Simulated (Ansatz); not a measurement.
# Formation energy and levels of the hydrogen interstitial H_i (antibonding, by Br) in CsLiBr2 (P4/nmm)

Aim: at which Fermi levels does H_i (antibonding, by Br) in CsLiBr2 (P4/nmm) change its charge? The model is a cell of 64 host atoms with 1 H put in.

Main program and level: Ansatz 0.2.0; place-levels on PBEsol runs: charge-transition levels and formation energies with image-charge correction and potential alignment at the atomic sites.

Most raw output is cut from this account.

## Step 1: The starting structure

The cell holds 65 atoms: 16 Cs, 16 Li, 32 Br and 1 H. Its edges and angles: a = 14.446 Å, b = 14.446 Å, c = 9.811 Å, α = 90.0°, β = 90.0°, γ = 90.0°. It derives from CsLiBr2 (space group P4/nmm). Nearest the centre at fractional (0.375, 0.375, 0.505): H65 at 0.00 Å, Br10 at 1.56 Å, Cs2 at 2.01 Å, Br28 at 3.97 Å, Br43 at 3.97 Å, Br12 at 3.97 Å, Br11 at 3.97 Å, Li8 at 4.04 Å.

The host's dielectric constants go in as inputs: (3.04, 3.04, 2.93) for the electrons alone, (8.22, 8.22, 6.42) with the ions, from a response run on this crystal (DFPT, PBEsol) at that run's own cell.

The cell's shortest repeat is 9.8 Å.

## Step 2: What was run first

A transition level is the Fermi level at which two charge states cost the same, so each charge needs its own total energy, at its own relaxed structure.

Each atom starts 0.05 Å or so off its site in a random direction: a symmetric start keeps its symmetry, and would miss off-centre moves and Jahn–Teller distortions. Forces are taken at one point at (¼, ¼, ¼). The cell holds 1 electron more than the neutral one, with a uniform background that keeps it neutral on the whole.

The sampling was tested on the host first: at the k-points planned (1x1x1 shifted 0.25 0.25 0.25) its energy lies 0.000 eV an atom from the dense-mesh value, under the bound of 0.02 eV set for this test; that bounds the host's error, not the defect's.

One state's input; the others differ in charge, spin, start and seed, and in occupations where the table says so.

The input, qm1.relax/input.yaml:

```yaml
crystal:
  lattice:
    - [10.21487075, 10.21487075, 0.0]
    - [-10.21487075, 10.21487075, 0.0]
    - [0.0, 0.0, 9.81108215]
  atoms:
    - { symbol: Cs, position: [0.125, 0.125, 0.29951371] }
    - { symbol: Cs, position: [0.375, 0.375, 0.29951371] }
    - { symbol: Cs, position: [0.125, 0.375, 0.70048629] }
    - { symbol: Cs, position: [0.375, 0.125, 0.70048629] }
    - { symbol: Li, position: [0.125, 0.375, 0.08388538] }
    - { symbol: Li, position: [0.375, 0.125, 0.08388538] }
[... 1 atom line left out ...]
    - { symbol: Li, position: [0.375, 0.375, 0.91611462] }
    - { symbol: Br, position: [0.125, 0.125, 0.66383431] }
    - { symbol: Br, position: [0.375, 0.375, 0.66383431] }
    - { symbol: Br, position: [0.125, 0.375, 0.33616569] }
    - { symbol: Br, position: [0.375, 0.125, 0.33616569] }
[... 7 atom lines left out ...]
    - { symbol: Cs, position: [0.375, 0.625, 0.70048629] }
[... 1 atom line left out ...]
    - { symbol: Li, position: [0.375, 0.625, 0.08388538] }
[... 2 atom lines left out ...]
    - { symbol: Br, position: [0.125, 0.625, 0.66383431] }
[... 2 atom lines left out ...]
    - { symbol: Br, position: [0.375, 0.625, 0.33616569] }
[... 6 atom lines left out ...]
    - { symbol: Cs, position: [0.625, 0.375, 0.70048629] }
[... 1 atom line left out ...]
    - { symbol: Li, position: [0.625, 0.375, 0.08388538] }
[... 3 atom lines left out ...]
    - { symbol: Br, position: [0.625, 0.125, 0.66383431] }
[... 1 atom line left out ...]
    - { symbol: Br, position: [0.625, 0.375, 0.33616569] }
[... 13 atom lines left out ...]
    - { symbol: Br, position: [0.625, 0.625, 0.66383431] }
[... 7 atom lines left out ...]
    - { symbol: H, position: [0.375, 0.375, 0.504794] }
  host:
    repeats: [2, 2, 1]
    atoms:
      - { symbol: Cs, position: [0.25, 0.25, 0.29951371] }
      - { symbol: Cs, position: [0.75, 0.75, 0.29951371] }
      # ... 14 more atoms of the perfect host
total_charge: -1
basis:
  ecutwfc: 420
  xc_grid: 2
hamiltonian:
  xc: pbesol
kpoints:
  mp_grid: { grid: [1, 1, 1], shift: [0.25, 0.25, 0.25] }
scf:
  occupations: { method: fixed }
  max_iter: 60
output:
  forces: true
  charged_corrections:
    epsilon: [3.04, 3.04, 2.93]
    static_epsilon: [8.22, 8.22, 6.42]
    defect_position: [0.375, 0.375, 0.504794]
relax:
  f_tol: 0.02
  max_steps: 80
  random_displacement: { amplitude: 0.05, seed: 3811 }
checkpoint:
  write: "../qm1.relax.run"
  compress: false
  write_wavefunctions: true
  write_every: 100000
```

Launch:

```bash
$ ansatz run input.yaml --threads 4 --pin off --max-ram 14131MiB --backend cpu --events-out ev --progress --plain --runs-dir out
```

Defect states can disperse in a cell of this size, so the energy is taken again at a 2×2×2 shifted mesh, on the relaxed structure.

The run of this state that the levels use, under PBEsol:

The input, qm1.point/input.yaml:

```yaml
crystal:
  checkpoint: "../qm1.relax.run"
  host: checkpoint
total_charge: -1
basis:
  ecutwfc: 420
  xc_grid: 2
hamiltonian:
  xc: pbesol
kpoints:
  mp_grid: { grid: [2, 2, 2], shift: [0.5, 0.5, 0.5] }
scf:
  occupations: { method: fermi_dirac, width: 0.01 }
  max_iter: 60
output:
  forces: true
  eigenvalues: true
  charged_corrections:
    epsilon: [3.04, 3.04, 2.93]
    static_epsilon: [8.22, 8.22, 6.42]
    defect_position: [0.375, 0.375, 0.504794]
  eigenstates: { localisation: true }
  populations: true
  band_densities: [{ bands: [v1, v1] }, { bands: [c1, c1] }]
  write_density: true
  write_potential: true
  volumetric_format: npy
  elf: true
checkpoint:
  read: "../qm1.relax.run"
  write: "../qm1.point.run"
  compress: false
  write_wavefunctions: false
  write_every: 100000
```

Relaxations under PBEsol at one point at (¼, ¼, ¼); times on 4 threads of Arm Neoverse V1, shared host:

```
charge  moment (μB)  occupations    outcome  steps  largest displacement against the far atoms (Å)     time
    −1            0        fixed  converged     19                                            2.54  6.5 min
     0            1        fixed  converged     18                                            1.98   14 min
    +1            0        fixed  converged     19                                            1.83  6.6 min
```

Single points under PBEsol at a 2×2×2 shifted mesh; times on 4 threads of Arm Neoverse V1, shared host:

```
charge  moment (μB)  occupations    outcome     time
    −1            0  fermi-dirac  converged  3.3 min
     0            1  fermi-dirac  converged    7 min
    +1            0  fermi-dirac  converged  3.3 min
```

Distances (Å) from H65 to the nearest atoms after relaxation with PBEsol:

```
charge  moment (μB)       1.       2.       3.       4.       5.       6.
    −1            0  Cs 2.81  Cs 2.81  Cs 2.81  Cs 2.81  Br 3.37  Br 3.37
     0            1  Br 2.31  Cs 3.04  Cs 3.05  Cs 3.08  Br 3.35  Br 3.36
    +1            0  Br 1.72  Br 1.74  Cs 3.12  Cs 3.12  Br 4.32  Br 4.33
```

## Step 3: Levels against the band edges, PBEsol

A charged cell interacts with its images and the background, and its potential has another zero than the host's. place-levels removes the first by a point-charge model, screened by the static dielectric constant since the ions have relaxed around the charge, and the second by comparing potentials at atoms far from the defect.

The host is a run of the defect-free crystal in the same cutoffs, grids and k-points, so that basis and sampling errors cancel in part in the differences. Its band edges come from a run of the primitive cell that searches the zone for them. The host is run in a cell of 16 atoms on a matching mesh. Chemical potentials are energies per atom of H (H2 molecule), run with the same functional and cutoff.

The input, levels.point.yaml:

```yaml
host:
  run: host.point.run
  levels_from: { run: edges.point.run }
states: [qm1.point.run, q0_M1.point.run, qp1.point.run]
geometry_from:
  qm1.point.run: qm1.relax.run
  q0_M1.point.run: q0_M1.relax.run
  qp1.point.run: qp1.relax.run
  host.point.run: host.relax.run
chemical_potentials:
  H:
    energy: -15.609288
    dataset: "<sha256 of the dataset>"
epsilon: [3.04, 3.04, 2.93]
static_epsilon: [8.22, 8.22, 6.42]
vertical:
  - { from: qm1.point.run, to: qm1.point_neutral.run }
  - { from: qp1.point.run, to: qp1.point_neutral.run }
```

Launch:

```bash
$ ansatz place-levels levels.point.yaml -- --threads 4 --pin off --max-ram 14131MiB
```

The job ended after 0.36 s (4 threads of Arm Neoverse V1, shared host).

Levels between the charges placed, in eV above the valence top:

```
        gap (eV)  (+1/0)  (0/−1)
PBEsol      4.22    2.44    2.21
```

Corrections by state:

```
charge  moment (μB)  image terms and alignment (eV)  band filling (eV)                               ε used  over the lowest of its charge, as the program ranks them, band filling apart (eV)
    +1          0.0                           0.204                  -  principal values (6.42, 8.22, 8.22)                                                                              0.000
     0          1.0                           0.000                  -                                    -                                                                              0.000
    −1          0.0                           0.196                  -  principal values (6.42, 8.22, 8.22)                                                                              0.000
```

The charged structures listed were also run neutral, and place-levels reads from each pair, by the potential or the spins, how wide the charge is by which they differ; that can be the carrier of either run.

```
charge  rms radius (Å)  spread where it is widest against the cell (Å)  wide from (Å)  reading
    +1             3.6                                            2.35           1.70     wide
    −1             1.4                                            0.99           1.70   narrow
```

The neutral runs of these pairs need not share the spin of the lowest neutral state, and very wide values only mean spread over the cell.

From the program's caveats on the states, each cut to its opening words:

- charge +1: it parts from the run at its places by a charge that spreads by about 2.3 Å along one vector (1.7 Å or more is wide), by the spins about the atoms, where the [...]
- charge 0 (1 μB): flagged: stability check not made

Chemical potentials of the elements' reference phases, run alike. Formation energies (elemental references), with the Fermi level at the valence top and at the conduction bottom (gap 4.22 eV):

```
charge  at valence top (eV)  at conduction bottom (eV)  correction included (eV)
    +1                -0.26                       3.95                      0.20
     0                 2.18                       2.18                      0.00
    −1                 4.38                       0.16                      0.20
```

```
Fermi level (eV)  lowest formation energy (eV)
            0.00                         -0.26
            0.38                          0.12
            0.77                          0.50
            1.15                          0.88
            1.53                          1.27
            1.92                          1.65
            2.30                          2.04
            2.69                          1.70
            3.07                          1.31
            3.45                          0.93
            3.84                          0.55
            4.22                          0.16
```

## Step 4: The same at the relaxations' own k-points

The relaxations' own energies give the levels at their sampling, for comparison.

The input, levels.relax_mesh.yaml:

```yaml
host:
  run: host.relax.run
  levels_from: { run: edges.relax.run }
states: [qm1.relax.run, q0_M1.relax.run, qp1.relax.run]
chemical_potentials:
  H:
    energy: -15.609288
    dataset: "<sha256 of the dataset>"
```

Launch:

```bash
$ ansatz place-levels levels.relax_mesh.yaml -- --threads 4 --pin off --max-ram 14131MiB
```

Run time: 0.14 s. Hardware: 4 threads.

Levels between neighbouring charges, in eV above the valence top:

```
                        gap (eV)  (+1/0)  (0/−1)
one point at (¼, ¼, ¼)      4.22    2.44    2.21
  a 2×2×2 shifted mesh      4.22    2.44    2.21
```

Going from one point at (¼, ¼, ¼) to a 2×2×2 shifted mesh moves the levels that carry no band-filling term by up to 0.00 eV and formation energies against the elements by up to 0.00 eV.

## Step 5: A changed set-up

The levels are placed again with one choice changed, to see how much they rest on it.

levels.try0.yaml is levels.point.yaml with these lines changed:

```diff
-epsilon: [3.04, 3.04, 2.93]
-static_epsilon: [8.22, 8.22, 6.42]
+epsilon: 500.0
+static_epsilon: 500.0
```

Launch:

```bash
$ ansatz place-levels levels.try0.yaml -- --threads 4 --pin off --max-ram 14131MiB
```

The change: a very large dielectric constant, which removes the point-charge term and changes the alignment.

Levels in eV above the valence top; the changed ones are not the defect's:

```
           gap (eV)  (+1/0)  (0/−1)
  changed      4.22    2.59    2.07
as set up      4.22    2.44    2.21
```

The largest shift is 0.15 eV.

## Step 6: What came out

| Item | Value |
| --- | --- |
| gap of the host | 4.22 eV (PBEsol) |
| level (plus 1/0) | 2.44 eV above the valence top, not a change between lowest states |
| level (0/minus 1) | 2.21 eV above the valence top, not a change between lowest states |
| level (plus 1/minus 1) | 2.32 eV above the valence top |
| lowest of the charges placed, just above the valence top (0.02 eV) | +1 |
| lowest of the charges placed, just below the conduction bottom (0.02 eV) | −1 |
| lowest formation energy at mid-gap of the charges run, elemental references | 1.84 eV |

Of the charges placed (−1, 0 and +1), the lowest changes at 2.32 eV (+1/−1) above the valence top, in a gap of 4.22 eV. (+1/−1) passes over charge 0, which lies 0.12 eV above the two there; a lower structure or spin state of it, if missed, would change that. Charges above +1 and below −1 were not placed, so these runs say nothing of levels that involve them. States placed: +1 at 0 μB; 0 at 1 μB; −1 at 0 μB. Other spin states or structures, where not listed, weren't placed. At charge −1, 0 and +1 the atom put in ends up to 2.5 Å from its starting place, so the name tells the start alone and the levels can join different sites. H is taken at its element; compounds, which aren't counted here, bound the chemical potentials and would shift these formation energies. Going from one point at (¼, ¼, ¼) to a 2×2×2 shifted mesh moves the levels that carry no band-filling term by up to 0.00 eV and formation energies against the elements by up to 0.00 eV. Keep in mind: PBEsol makes the gap too small and tends to spread out bound carriers; spin–orbit coupling, which can matter with heavy atoms, is left out.

[Logs are printed without paths, hosts, clocks, repeated set-up lines and the standing remarks that a program may print on its own settings, such as how far it seeks lower states.]

[Hosts, paths, dates, database ids (printed as entryN), source tags and the programs' standing remarks are cut or masked in the printed files.]

[Where a table of states has a column of steps, it counts the stored structures, which are thinned; the runs took as many ionic steps or more.]

[A defect's name tells the site on which it was built; relaxed atoms can leave that site.]

[For some hosts the program warned that the k-mesh of the response run may be too coarse for force constants and the static dielectric constant; such warnings are not shown here.]
